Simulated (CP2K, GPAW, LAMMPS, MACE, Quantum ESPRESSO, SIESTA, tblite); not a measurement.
**Si in place of C in amorphous carbon (64 atoms): do the methods agree on the site?**

Aim: compare the energies of Si in place of C at unlike sites of amorphous carbon (64 atoms), with plane waves as the reference.

The results are calculated values.

## (1) The cell

The cell holds 64 atoms (64 C), with edges of 7.59, 7.59 and 7.59 Å. Recipe: 64 atoms (64 C) placed at random at 2.92 g/cm³, melted at 6000 K for 10 ps at fixed volume with the Tersoff potential (Tersoff, Phys. Rev. B 39, 5566 (1989)). Quenched from 6000 K to 300 K at 100 K/ps and fixed volume, held 5 ps, then minimised at fixed cell. Then the atoms were relaxed with MACE MP-0b3 medium in the fixed cell.

## (2) The reference input

Quantum ESPRESSO 7.5: Kohn-Sham DFT, PBE, SSSP efficiency 1.3.0 pseudopotentials, plane waves. Its input, pw.in, for the unchanged cell:

```
&control
  calculation = 'scf'
  pseudo_dir = './pseudo'
  outdir = './tmp'
  disk_io = 'none'
  tprnfor = .true.
  tstress = .true.
/
&system
  ibrav = 0
  nat = 64
  ntyp = 1
  ecutwfc = 45
  ecutrho = 360
  nosym = .true.
  occupations = 'smearing'
  smearing = 'fd'
  degauss = 0.003675
/
&electrons
  conv_thr = 3.2e-07
  electron_maxstep = 100
  mixing_beta = 0.2
  mixing_mode = 'local-TF'
  diagonalization = 'david'
/
ATOMIC_SPECIES
C 12.011 C.upf
CELL_PARAMETERS angstrom
7.59030 0.00000 0.00000
0.00000 7.59030 0.00000
0.00000 0.00000 7.59030
ATOMIC_POSITIONS crystal
C 0.18756 0.37166 0.20868
C 0.35842 0.10138 0.29348
C 0.98264 0.51999 0.65482
C 0.57350 0.09373 0.54539
[... 58 atom lines left out ...]
C 0.14420 0.79019 0.52385
C 0.81526 0.83329 0.59569
K_POINTS gamma
```

```console
$ OMP_NUM_THREADS=1 mpirun -np 2 pw.x -in pw.in > output.txt
```

Wall time 34 s (2 MPI ranks of Arm Neoverse V2, shared host); peak memory 0.85 GiB; 68 s of CPU time.

It converged with an r.m.s. force component of 0.68 eV/Å and a pressure of 4.2 GPa.

## (3) Levels of theory

The levels share the cells and solve them as single points, though not every level runs every cell. CPU time is summed over a level's finished runs, on a host shared with the other runs, so it is rough; the force column is the median over cells of the r.m.s. difference of force components from the reference.

| level | basis or training data | k-points | runs finished | CPU time | peak memory (GiB) | force difference (meV/Å) |
| --- | --- | --- | --- | --- | --- | --- |
| QE, PBE | plane waves, SSSP efficiency, 45/360 Ry | Γ | 4 of 4 | 5.6 min | 0.85 | reference |
| CP2K double zeta, PBE | DZVP-UZH, GTH-PBE potentials, 450 Ry | Γ | 3 of 3 | 18 min | 1.9 | 53 |
| GPAW dzp, PBE | dzp orbitals, PAW, h 0.18 Å | Γ | 3 of 3 | 8.9 min | 1.0 | 154 |
| SIESTA DZP, PBE | DZP orbitals, shift 0.01 Ry, mesh 300 Ry | Γ | 3 of 3 | 11 min | 0.91 | 239 |
| tblite GFN1-xTB | tight binding with its own dispersion term | Γ | 3 of 3 | 5.3 s | 0.1 | 407 |
| MACE MP-0b2 small | trained on PBE(+U) plane-wave data | - | 4 of 4 | 21 s | 0.67 | 748 |
| MACE MP-0b3 medium | trained on PBE(+U) plane-wave data | - | 4 of 4 | 27 s | 1.3 | 702 |

The reference's own r.m.s. force component runs from 677 to 720 meV/Å over these cells. MACE MP-0b3 medium relaxed the atoms, so in the cells that it relaxed its own forces are small, and its entry isn't an independent test there.

## (4) The sites

Each changed cell was relaxed with MACE MP-0b3 medium before the single points. Neighbours are the site's nearest atoms before the change.

| site | nearest atoms | their mean distance (Å) | atoms within 6 Å | largest move on relaxing (Å) | longest force left in the reference (eV/Å) |
| --- | --- | --- | --- | --- | --- |
| C34 | C4 | 1.61 | 132 | 0.29 | 3.25 |
| C40 | C3 | 1.48 | 132 | 0.36 | 3.21 |
| C31 | C3 | 1.46 | 133 | 0.30 | 2.66 |

## (5) Site energies

All changed cells hold the same atoms, so within one level their energies compare with no chemical potential. Energies in eV, less that of C34, the reference's cheapest site; the last column is the largest deviation from the reference once each row's mean is taken off.

| level | C34 | C40 | C31 | cheapest | largest deviation |
| --- | --- | --- | --- | --- | --- |
| QE, PBE | 0.00 | 0.27 | 1.88 | C34 | - |
| CP2K double zeta, PBE | 0.00 | 0.26 | 1.77 | C34 | 0.07 |
| GPAW dzp, PBE | 0.00 | 0.19 | 1.77 | C34 | 0.06 |
| SIESTA DZP, PBE | 0.00 | 0.19 | 1.69 | C34 | 0.10 |
| tblite GFN1-xTB | 0.00 | -0.25 | 2.59 | C40 | 0.65 |
| MACE MP-0b2 small | 0.00 | -0.07 | 0.53 | C40 | 0.78 |
| MACE MP-0b3 medium | 0.00 | -0.45 | 1.21 | C40 | 0.46 |

## (6) Outcome

In the reference the cheapest site is C34 (C4) and the dearest C31 (C3), 1.9 eV higher. 3 of the 6 other levels pick the same cheapest site; tblite GFN1-xTB picks C40, MACE MP-0b2 small picks C40 and MACE MP-0b3 medium picks C40. GPAW dzp, PBE follows the reference most closely (0.06 eV at worst) and MACE MP-0b2 small least (0.78 eV).

The other programs at PBE deviate by 0.10 eV at most, the learned potentials by 0.46 to 0.78 eV.

Caveats: The geometries are those of MACE MP-0b3 medium; forces of up to 3.3 eV/Å remain in the reference, so relaxing in DFT would lower the energies, by amounts that can differ from site to site and can change the order. For MACE MP-0b3 medium alone these are relaxed energies. Defects interact with their periodic images. Only 3 of the 64 C sites are compared. Learned potentials don't solve for electrons, so the charge or spin state of a defect can't be set in them. The quench rate of 100 K/ps is many orders above laboratory rates, so the cell is likely richer in defects and strain than a real sample. The reference samples only Γ, in a cell whose shortest periodic width is 8 Å. The reference isn't exact: its cutoffs and mesh weren't converged further here. SIESTA's automatically made basis is far from complete, and its potentials were converted by us (checked for H, C, O, Si, Ge and Ca alone). Where levels are smeared, the DFT runs use Fermi–Dirac occupations at 580 K (0.05 eV), and energies are free energies.

[Logs are printed without paths, hosts, clocks, repeated set-up lines and the standing remarks that a program may print on its own settings, such as how far it seeks lower states.]

[Hosts, paths, dates, database ids (printed as entryN), source tags and the programs' standing remarks are cut or masked in the printed files.]
